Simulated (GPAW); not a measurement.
# Si K ELNES/XANES of diamond-type (Si)₁₋ₓ(Ge)ₓ at x = 0.125 from DFT, part 3 of 3

Aim: the Si K edge in diamond-type (Si)₁₋ₓ(Ge)ₓ at x = 0.125, one member of a composition series.

GPAW 26.7.0; X-ray absorption from dipole matrix elements to empty bands, plane-wave PAW LDA.

So far. Step 5 (Spectrum with XCH, Si atom 1): Main maxima below 24 eV (height): 1.7 eV (1.34), 3.7 eV (1.78), 6.9 eV (1.35), 9.6 eV (1.15), 12.8 eV (1.14) and 17.5 eV (0.82). A K edge sees empty p states on the absorber. Step 5 (Spectrum with XCH, Si atom 1): The total-energy difference is 1843.58 eV. One term is added: -14.86 eV, since the hole is spin-paired here and a spin-polarised one costs that much less in the free atom (computed apart). The photon energy is then 1828.72 eV.

**7. Spectrum with XCH, Ge atom 5**

The holes are 7.7 Å apart. The excited electron is kept in the cell, where it fills the lowest empty states and screens the hole. After the field has converged, empty bands are computed with the density fixed and the dipole matrix elements are summed.

The absorber has 3 Si at 2.38 Å and 1 Ge at 2.42 Å (tetrahedral).

The input, xas.py:

```python
import numpy as np
from ase import Atoms
from ase.parallel import parprint, paropen
from gpaw import GPAW, PW, FermiDirac, Mixer, MixerDif, setup_paths
from gpaw.test import gen
setup_paths.insert(0, '.')
gen('Ge', name='fch1s', xcname='LDA', corehole=(1, 0, 1), write_xml=True)
from gpaw.mpi import world
world.barrier()

atoms = Atoms('Si4Ge2Si10',
    cell=[[0, 5.459375, 5.459375],
     [5.459375, 0, 5.459375],
     [5.459375, 5.459375, 0]],
    scaled_positions=[[0.9985962, 0.003283, 0.0001803],
     [0.1282922, 0.1196844, 0.1262647],
     [0.0006353, 0.0000347, 0.4998139],
     [0.1244978, 0.1246287, 0.6265775],
     [0.997114, 0.4974421, 0.9968767],
     [0.1247986, 0.6253497, 0.1248038],
     [0.0003586, 0.4982421, 0.5026474],
     [0.1277947, 0.6264216, 0.6191217],
     [0.5019229, 0.9987139, 0.9999979],
     [0.6250409, 0.1243451, 0.1263601],
     [0.4993695, 0.9999673, 0.5013875],
     [0.6256737, 0.1248189, 0.6249683],
     [0.5025916, 0.4979403, 0.9967257],
     [0.6193012, 0.6251687, 0.1250197],
     [0.5014465, 0.4998255, 0.4985223],
     [0.6267678, 0.6249266, 0.6231474]],
    pbc=True)
atoms.calc = calc = GPAW(legacy_gpaw=True, mode=PW(400, force_complex_dtype=True), xc='LDA', setups={4: 'fch1s'},
    kpts={'size': (3, 3, 3), 'gamma': True}, occupations=FermiDirac(0.04),
    charge=-1, mixer=Mixer(0.1, 5, 50), maxiter=150,
    convergence={'density': 0.0001, 'eigenstates': 1e-6}, txt='scf.txt')
energy = atoms.get_potential_energy() + calc.get_reference_energy()
ef = calc.get_fermi_level()
out = dict(energy=energy, fermi=ef, forces=atoms.get_forces().tolist())
parprint(f'all-electron energy {energy:.4f} eV, Fermi level {ef:.4f} eV')
ev = np.array([[calc.get_eigenvalues(k, s) for k in range(len(calc.get_ibz_k_points()))] for s in range(calc.get_number_of_spins())])
out['homo'], out['lumo'], out['counts'] = ev[ev < ef].max(), ev[ev > ef].min(), sorted(set((ev < ef).sum((0, 2)).tolist()))
out['filled'] = (ev[:, 0] < ef).sum(1).tolist()

from ase.units import Ha
from gpaw.xas import dipole_matrix_elements
nb = int(calc.get_number_of_electrons() / 2) + 167
top, nb = nb, nb + 8 + nb // 12
nscf = calc.fixed_density(kpts={'size': (4, 4, 4), 'gamma': True}, nbands=nb,
    convergence={'bands': top, 'eigenstates': 5e-3}, maxiter=60, txt='nscf.txt')
cell = atoms.cell.array
ops = [cell.T @ U.T @ np.linalg.inv(cell.T) for U in nscf.wfs.kd.symmetry.op_scc]
filled = [32]  # bands filled in the ground state, by spin
E = np.arange(-6, 30, 0.1)
fwhm = np.interp(E, [4, 25], [1.96, 3.5])
Y, X, zero, highest = 0, 0, 1e9, 1e9
for spin in range(nscf.get_number_of_spins()):
    wfs = nscf.wfs
    mine = wfs.bd.get_slice()  # this rank's bands
    A = dipole_matrix_elements(wfs.setups[4])
    eps = np.zeros((wfs.kd.nibzkpts, nb))
    d = np.zeros((3, A.shape[1], wfs.kd.nibzkpts, nb), complex)
    for kpt in wfs.kpt_u:
        if kpt.s == spin and 4 in kpt.P_ani:
            eps[kpt.k, mine] = kpt.eps_n * Ha
            d[:, :, kpt.k, mine] = (kpt.weight * wfs.nspins / 2) ** 0.5 * np.inner(A, kpt.P_ani[4])
    world.sum(eps)
    world.sum(d)
    T = np.einsum('amkn,bmkn->abkn', d, d.conj()).real
    T = sum(np.einsum('ai,ijkn,bj->abkn', R, T, R) for R in ops) / len(ops)
    empty = np.ones_like(eps, bool) & (np.arange(nb) >= filled[spin])
    zero, highest = min(zero, eps[empty].min()), min(highest, eps[:, top - 1].min())
    lines = [(eps, T, empty)] if spin == 0 else lines + [(eps, T, empty)]
for eps, T, empty in lines:
    f = np.einsum('aakn->akn', T).reshape(3, -1)
    x = eps.ravel() - zero
    w = np.interp(x, E, fwhm) / 2.35482
    g = np.exp(-0.5 * ((E[:, None] - x) / w) ** 2) / (w * (2 * np.pi) ** 0.5)
    Y = Y + (f * empty.ravel()) @ g.T
    X = X + (f * ~empty.ravel()) @ g.T
out.update(E=E.round(2).tolist(), xas=Y.tolist(), xes=X.tolist(), zero=zero, valid=highest - zero, nk=len(eps), nb=nb)
for i in range(0, len(E), 10):
    parprint(f'{E[i]:7.2f}', *(f'{v:10.3e}' for v in Y[:, i]))
import json
with paropen('out.json', 'w') as f:
    json.dump(out, f)
```

Launch:

```
> OMP_NUM_THREADS=1 mpirun -n 4 gpaw python xas.py
```

Numbers of over 12 decimals in the logs are rounded to 6 here.

The log of the run:

```text
Input parameters:
  charge: -1
  convergence: {density: 0.0001,
                eigenstates: 1e-06}
  kpts: {gamma: True,
         size: (3, 3, 3)}
  maxiter: 150
  mixer: {backend: pulay,
          beta: 0.1,
          method: separate,
          nmaxold: 5,
          weight: 50}
  mode: {ecut: 400.0,
         force_complex_dtype: True,
         name: pw}
  occupations: {fixmagmom: False,
[...]
*p    :     0.500818
*d    :     0.000000
--------------------------------

Diagonalizing with gridspacing h=0.050

state   all-electron     PAW
-------------------------------
4s:      -0.854104    -0.854489
4p:      -0.499182    -0.499521
*d:                   -0.122195
*f:                   -0.020524
-------------------------------
all-electron energy -213033.8484 eV, Fermi level 5.7930 eV
[...]
28.00  1.374e-07  1.374e-07  1.374e-07
  29.00  1.323e-07  1.320e-07  1.323e-07
[key lines of the parts left out:]
Converged after 17 iterations.
Dipole moment: (-23.026962, -21.827161, -23.418976) |e|*Ang
Free energy:   -102.627357
Fermi level: 5.79296
```

Wall time 3.1 min (4 MPI ranks of Intel Xeon Platinum 8488C (Sapphire Rapids), shared host); peak memory 0.63 GiB; 12 min of CPU time.

The Ge K spectrum, Ge atom 5, excited-electron core hole (neutral cell) (energy from the bottom of the conduction band, which holds the excited electron; intensity scaled to a mean of 1 over the first 20 eV):

| E (eV) | intensity |
| --- | --- |
| -2.0 | 0.00 |
| -1.0 | 0.02 |
| 0.0 | 0.18 |
| 1.0 | 0.58 |
| 2.0 | 1.02 |
| 3.0 | 1.33 |
| 4.0 | 1.44 |
| 5.0 | 1.23 |
| 6.0 | 1.02 |
| 7.0 | 1.07 |
| 8.0 | 1.06 |
| 9.0 | 0.98 |
| 10.0 | 1.02 |
| 11.0 | 1.04 |
| 12.0 | 1.08 |
| 13.0 | 1.10 |
| 14.0 | 1.04 |
| 15.0 | 0.94 |
| 16.0 | 0.85 |
| 17.0 | 0.85 |
| 18.0 | 0.88 |
| 19.0 | 0.85 |
| 20.0 | 0.78 |
| 21.0 | 0.73 |
| 22.0 | 0.70 |
| 23.0 | 0.65 |
| 24.0 | 0.64 |
| 25.0 | 0.71 |

Main maxima below 25 eV (height): 3.8 eV (1.45), 7.4 eV (1.09), 12.8 eV (1.10) and 18.0 eV (0.88). 

The energy difference (zero at 11117 eV) isn't read as a photon energy: for so heavy an absorber the terms left out (the hole's spin, the functional's error) amount to tens of eV or more.

**8. Results**

- absorber and edge: Si K, atom 1 of the ground-state input (counted from 1)
- surroundings: 1 Si at 2.35 Å, 2 Si at 2.35 Å and 1 Ge at 2.38 Å (tetrahedral)
- highest intensity below 16 eV: 3.7 eV above the zero, height 1.78
- photon energy of the zero, with the added terms: 1828.7 eV (raw 1843.6 eV; LDA puts this hole about 8 eV below PBE, itself good to a few eV)

The Si K edge of atom 1, with 1 Si at 2.35 Å, 2 Si at 2.35 Å and 1 Ge at 2.38 Å (tetrahedral), has its highest intensity of the first 16 eV at 3.7 eV above the zero, near 1832 eV in photon energy (LDA puts this hole about 8 eV below PBE, itself good to a few eV), 1.8 times the mean level of the first 20 eV (Gaussian full width 0.9 eV up to 4 eV, rising linearly to 3.5 eV at 25 eV). The mesh is coarse (0.25 Å⁻¹ between points), so small maxima may be mesh ripples.

[Banner, clock and machine lines of the logs are left out without a mark of their own.]

[Logs are printed without paths, hosts, clocks, repeated set-up lines and the standing remarks that a program may print on its own settings, such as how far it seeks lower states.]

[Hosts, paths, dates, database ids (printed as entryN), source tags and the programs' standing remarks are cut or masked in the printed files.]

[Lists of maxima count a maximum above −3 eV only where it reaches 4 % of the highest in the window and stands out from its surroundings by 2 % of it (1.5 % where it reaches 55 %); shoulders and weaker maxima are passed over, and of the rest the first, up to two pre-edge ones and the few strongest are named.]
